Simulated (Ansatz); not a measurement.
# Ge (Fd-3m, 2 atoms in the cell) under biaxial strain in the (001) plane, part 2 of 2

Aim: how do the optical modes of Ge (Fd-3m, 2 atoms in the cell) shift and split under this strain?

Ansatz 0.2.0; DFT LDA, scalar-relativistic, plane waves, PAW; PAW set soft_1.

So far, highest optical mode at the zone centre (no LO-TO term) (cm⁻¹): step 4 (zone-centre response at rest) 294.

## (6) Modes of this member: biaxial strain of +1 % in the (001) plane

The zone-centre modes follow for biaxial strain of +1 % in the (001) plane.

The input, input.yaml:

```yaml
crystal:
  lattice:
    - [0.0, 2.8388500991, 2.7891339364]
    - [2.8388500991, 0.0, 2.7891339364]
    - [2.8388500991, 2.8388500991, 0.0]
  atoms:
    - { symbol: Ge, position: [0.4999765368, 0.4999765368, 0.4999600245] }
    - { symbol: Ge, position: [0.7500234632, 0.7500234632, 0.7500399755] }
kpoints:
  mp_grid: { grid: [12, 12, 12], shift: [0.5, 0.5, 0.5] }
hamiltonian:
  xc: lda
  pseudopotentials: { kind: paw, azcp: { folder: soft_1 }, xc_functional: pbe }
scf:
  occupations: { method: gaussian, width: 0.015 }
output:
  eigenvalues: true
phonons:
  method: dfpt
```

Run with:

```bash
$ ansatz run input.yaml --threads 4 --pin off --max-ram 10240MiB --backend cpu --events-out ev --progress --plain --runs-dir out
```

Numbers of over 12 decimals in the logs are rounded to 6 here.

Log:

```text
[...]
Crystal: 2 atoms, lattice volume = 44.956 Å³
Basis set: ecut = 420 eV, 893 PW (Γ), exchange–correlation on 64×64×64 points (8 copies of the dense FFT grid, shifted against one another)
Bands: 18, of which v1, the nominal top of the filled ones, is band 14 counted from 1 (13 counted from 0)
Symmetry: 4 space group operations
k-points: 864 of 1728 (irreducible under 1 space group operation, time reversal used)
[...]
SCF iter   1: F=—  HF=-8431.585159 eV  |F-HF|=—  |Δ(HF+E_count)|=         —  Δρ=3.48e-2  dr2=4.99e-1  ethr=3.10e-3  ⟨swp⟩=6.0  Hψ=72389  notcnv=0
[...]
SCF iter   8: F=-8431.451493 eV  HF=-8431.451493 eV  |F-HF|=1.82e-12  |Δ(HF+E_count)|=   4.34e-9  Δρ=1.20e-7  dr2=4.11e-12  ethr=1.00e-12  ⟨swp⟩=4.3  Hψ=83237  notcnv=0
SCF 1 converged in 8 iterations: F = -8431.451493 eV  dr2 = 4.11e-12
[...]
DFPT response loops at Γ: preconditioner auto → Kerker (q_TF=auto, 2.521 Å⁻¹) (partly filled bands, converged f_vac=0.059); β = 1.00, the filter's whole step (`scf.mixing.beta` (0.50) is not read by the response loops under this deck's `scf.mixing.preconditioner`; to damp them name `kerker` or `kerker_dos`, under which they read `scf.mixing.beta`, and type it under 1.00, their step now; both keys bind the ground state too); Broyden in place of MSR1
SCF converged after 8 iterations
Free energy (F): -8431.451493 eV
[...]
Internal energy: -8431.451493 eV  (E = F + TS)
E sigma→0 (E₀):  -8431.451493 eV
Entropy (-TS):   -0.000000 eV (-0.000 meV/atom)
Fermi energy:    8.359629 eV
[...]
--- Band table (eV; the first three rows and the last of 864) ---
  k-point 0: bands = [... 10 lower, -4.5228, 7.5175, 8.2308, 8.3199, 8.8652, 10.8612, 10.9448, 10.9623]
  k-point 1: bands = [... 10 lower, -4.4104, 6.3362, 7.8634, 8.1498, 9.4168, 11.0634, 11.1671, 11.5789]
  k-point 2: bands = [... 10 lower, -4.1316, 4.7907, 7.4085, 7.8192, 9.3542, 11.4745, 11.7489, 12.7177]
  k-point 863: bands = [... 10 lower, -2.4327, 0.6641, 6.6030, 6.9154, 8.6558, 11.9481, 12.1749, 15.4094]
--- Phonons (Γ-DFPT): 2 representative perturbations + reference, on 864 of 1728 k-points (Σ response iterations 6) ---
  k mesh reduced under 1 symmetry operation, with k and −k counted as one. Each operation leaves every solved perturbation unchanged. A smaller set is not used because it would not reduce the number of displacements times k-points to solve
  ASR residual: 8.517e-5 → 0.000e0 eV/Å²; symmetrization residual: 2.869e-6 eV/Å²
  ASR residual per site (eV/Å²): 8.52e-5 8.52e-5
  Γ frequencies (cm⁻¹): 0.00 0.00 0.00 289.28 290.06 290.24
[...]
```

Elapsed: 43 s, on 4 threads of Arm Neoverse V2, shared host; peak memory 2.1 GiB; 2.7 min of CPU time.

This step gave:

- sum-rule residual before enforcement: 8.52e-5 eV/Å²
- highest optical mode at the zone centre (no LO-TO term): 290.2 cm⁻¹
- lowest optical zone-centre mode: 289.3 cm⁻¹

Patterns of degenerate modes are one choice out of their space. Modes at Γ:

```csv
mode,frequency (cm⁻¹)
1,0.0
2,0.0
3,0.0
4,289.3
5,290.1
6,290.2
```

The lowest optical mode is real, 289 cm⁻¹, and the highest lies at 290.2 cm⁻¹.

## (7) A member of the series: biaxial strain of -3 % in the (001) plane

The cell takes a biaxial strain of -3 % in the (001) plane. The strained lengths are held, while the rest of the cell and the atoms relax.

input.yaml, the sections that differ from step 6:

```yaml
crystal:
  lattice:
    - [0.0, 2.7264203923, 2.8534558182]
    - [2.7264203923, 0.0, 2.8534558182]
    - [2.7264203923, 2.7264203923, 0.0]
  atoms:
    - { symbol: Ge, position: [0.499972705, 0.499972705, 0.4999928663] }
    - { symbol: Ge, position: [0.750027295, 0.750027295, 0.7500071337] }
  conventional_axes: [[-1, 1, 1], [1, -1, 1], [1, 1, -1]]
output:
  forces: true
  stress: true
  eigenvalues: true
relax:
  adjacent_minimum: "off"
  f_tol: 0.001
  max_steps: 60
  cell: { stress_tol: 0.01, fix: [a, b, angles] }
# kpoints, hamiltonian, scf: as in step 6
# phonons: removed
```

Log:

```text
[...]
Crystal: 2 atoms, lattice volume = 42.422 Å³
Basis set: ecut = 420 eV, 853 PW (Γ)
Bands: 18, of which v1, the nominal top of the filled ones, is band 14 counted from 1 (13 counted from 0)
Symmetry: 4 space group operations
[...]
k-points: 468 of 1728
[...]
k-point 467: bands = [... 10 lower, -1.9442, 1.1374, 6.7458, 7.3369, 9.9092, 12.7222, 13.0233, 16.4887]
--- Relaxed structure (3 steps of the walk, 3 accepted, 1 SCFs on fresh bases) ---
[...]
cell:  # Å, volume = 42.7375 Å³
    - [0, 2.7264203923, 2.874709]
    - [2.7264203923, 0, 2.874709]
    - [2.7264203923, 2.7264203923, 0]
  atoms:
    - { symbol: Ge, position: [0.499972, 0.499972, 0.499999] }
    - { symbol: Ge, position: [0.750028, 0.750028, 0.750001] }
[key lines of the parts left out:]
SCF converged after 5 iterations
Free energy (F): -8431.419154 eV
Fermi energy:    9.157597 eV
P = ⅓ Tr σ = 3.0143 GPa (30.143 kbar)
```

The job ended after 14 s (4 threads; peak memory 0.58 GiB; 56 s of CPU time).

Step by step:

```csv
step,energy less that of the first step (eV),largest force component (eV/Å),pressure (GPa),volume (Å³)
1,0.0000,0.0005,3.67,42.42
2,-0.0010,0.0004,3.07,42.71
3,-0.0010,0.0000,3.01,42.74
4*,-0.0011,0.0000,3.01,42.74
```

Relaxation steps marked * repeat the geometry before them on a plane-wave basis chosen anew for their cell, so energy and pressure can jump there.

Forces are held to the 4 operations that the run works with; a distortion that breaks them can't arise in this run.

```csv
"conventional cell, symmetrised",before,after,change
a (Å),3.856,3.856,+0.0 %
b (Å),3.856,3.856,+0.0 %
c (Å),5.707,5.749,+0.7 %
volume (Å³/atom),21.21,21.37,+0.7 %
```

Final coordinates:

```xyz
2
Lattice="0.0000 2.7264 2.8747 2.7264 0.0000 2.8747 2.7264 2.7264 0.0000" Properties=species:S:1:pos:R:3 pbc="T T T"
Ge    2.7263    2.7263    2.8746
Ge    4.0897    4.0897    4.3122
```

Numbers from this step:

```yaml
pressure: 3.014 GPa
volume_per_atom: 21.37 Å³
gap_on_the_k_mesh: 0.08194 eV
```

The largest force component left is 0.025 meV/Å.

## (8) Zone-centre modes of the member: biaxial strain of -3 % in the (001) plane

The zone-centre modes follow for biaxial strain of -3 % in the (001) plane.

input.yaml, the sections that differ from step 7:

```yaml
crystal:
  lattice:
    - [0.0, 2.7264203923, 2.8747093235]
    - [2.7264203923, 0.0, 2.8747093235]
    - [2.7264203923, 2.7264203923, 0.0]
  atoms:
    - { symbol: Ge, position: [0.4999723599, 0.4999723599, 0.4999991143] }
    - { symbol: Ge, position: [0.7500276401, 0.7500276401, 0.7500008857] }
output:
  eigenvalues: true
phonons:
  method: dfpt
# kpoints, hamiltonian, scf: as in step 7
# relax: removed
```

Log:

```text
[...]
Crystal: 2 atoms, lattice volume = 42.738 Å³
Basis set: ecut = 420 eV, 869 PW (Γ), exchange–correlation on 64×64×64 points (8 copies of the dense FFT grid, shifted against one another)
Bands: 18, of which v1, the nominal top of the filled ones, is band 14 counted from 1 (13 counted from 0)
Symmetry: 4 space group operations
k-points: 864 of 1728 (irreducible under 1 space group operation, time reversal used)
[...]
k-point 1: bands = [... 10 lower, -4.1015, 7.1780, 8.2331, 9.0549, 10.3939, 11.6839, 11.6934, 12.6706]
  k-point 2: bands = [... 10 lower, -3.8043, 5.4903, 7.7967, 8.7381, 10.2292, 12.1654, 12.3498, 13.7974]
  k-point 863: bands = [... 10 lower, -2.0015, 1.1151, 7.1555, 7.5823, 9.4425, 12.7193, 12.9055, 16.1751]
[...]
ASR residual: 3.425e-5 → 0.000e0 eV/Å²; symmetrization residual: 1.611e-6 eV/Å²
  ASR residual per site (eV/Å²): 3.43e-5 3.43e-5
  Γ frequencies (cm⁻¹): 0.00 0.00 0.00 303.68 303.81 307.93
[...]
[key lines of the parts left out:]
SCF converged after 8 iterations
Free energy (F): -8431.419155 eV
Fermi energy:    9.157597 eV
```

It took 38 s on 4 threads; peak memory 2.1 GiB; 2.4 min of CPU time.

This step gave:

```
sum-rule residual before enforcement                    : 3.43e-5 eV/Å²
highest optical mode at the zone centre (no LO-TO term) : 307.9 cm⁻¹
lowest optical zone-centre mode                         : 303.7 cm⁻¹
```

Patterns of degenerate modes are one choice out of their space. Modes at Γ:

```csv
mode,frequency (cm⁻¹)
1,0.0
2,0.0
3,0.0
4,303.7
5,303.8
6,307.9
```

The lowest optical mode is real, 304 cm⁻¹, and the highest lies at 307.9 cm⁻¹.

Between step 4 and this run (strain -3 %) the value for the highest optical mode at the zone centre (no LO-TO term) moves from 294 cm⁻¹ to 308 cm⁻¹ (+5 %).

## (9) All members side by side

The members are set side by side, also those not shown above.

Stress is positive in compression; energies are extrapolated to zero smearing, and E0 is that at rest; members with a gap under 0.05 eV are left out; the edges not held and the atoms are relaxed in each cell; all runs use 12×12×12 k points and Gaussian smearing of 0.015 eV. State of the crystal along the series:

```csv
strain (%),in-plane stress (GPa),free strain along [001] (%),E - E0 (meV/atom)
-3,4.52,2.276,17.97
-2,2.897,1.52,7.793
-1,1.393,0.7614,1.901
0,6.63e-4,0,0
1,-1.282,-0.7688,1.804
```

Optical modes are counted from below at rest and tracked from member to member by their patterns, and modes that stay within 0.3 cm⁻¹ of each other stand once; labels, where given, are those at rest; members with a gap under 0.05 eV are left out; the edges not held and the atoms are relaxed in each cell; all runs use 12×12×12 k points and Gaussian smearing of 0.015 eV. Optical modes along the series:

```csv
strain (%),"optical mode 1, singlet (cm⁻¹)","optical mode 2, doublet (cm⁻¹)"
-3,307.9,303.8
-2,303.2,300.8
-1,298.5,297.4
0,293.9,293.9
1,289.3,290.1
```

Value and slope at zero strain of a cubic (a lower polynomial where under five rows exist) through the rows within 2 % of rest. Slopes at rest:

```csv
mode,frequency (cm⁻¹),shift per percent of strain (cm⁻¹),shift per GPa of compressive stress (cm⁻¹)
"optical mode 1, singlet",293.9,-4.62,3.45
"optical mode 2, doublet",293.9,-3.69,2.76
```

## (10) What came out

* members: 5
* highest optical mode at the zone centre (no LO-TO term), at rest: 293.9 cm⁻¹
* biaxial modulus in the (001) plane: 134 GPa
* optical mode 1, singlet, shift per percent: -4.62 cm⁻¹
* optical mode 2, doublet, shift per percent: -3.69 cm⁻¹

What this shows: The stress changes by 1.34 GPa for each percent, a biaxial modulus of 134 GPa in the (001) plane. For each percent the free edge responds with -0.77 %. The strain lowers the symmetry: the level at 293.9 cm⁻¹ splits, into 307.9 and 303.8 cm⁻¹ at -3 %. The fastest shift in the table of slopes is -4.6 cm⁻¹ for each percent (optical mode 1, singlet), or 3.5 cm⁻¹ for each GPa of compressive stress. For small strain, the measured shift of a line that Raman or infrared light can see, divided by its slope, estimates the stress, if the state of stress is of this kind. At strain (%) -4, 2, 3 and 4 the gap on the mesh is under 0.05 eV, where mesh and smearing no longer suit, so these members are left out. These are harmonic frequencies at zero temperature: anharmonic shifts, linewidths and thermal expansion are left out. The PAW files were made for PBE; the program adapts parts of them to the functional of the run, but their partial waves stay those of PBE, an approximation that was not tested in this session. Only the zone centre was solved, so an instability at another wavevector cannot show here. The k mesh is shifted off Γ, so the gap on the mesh misses a band edge that lies there. The shift also lowers the symmetry that the program can use, which splits degenerate modes slightly; labels are left out.

[Logs are printed without paths, hosts, clocks, repeated set-up lines and the standing remarks that a program may print on its own settings, such as how far it seeks lower states.]

[Hosts, paths, dates, database ids (printed as entryN), source tags and the programs' standing remarks are cut or masked in the printed files.]
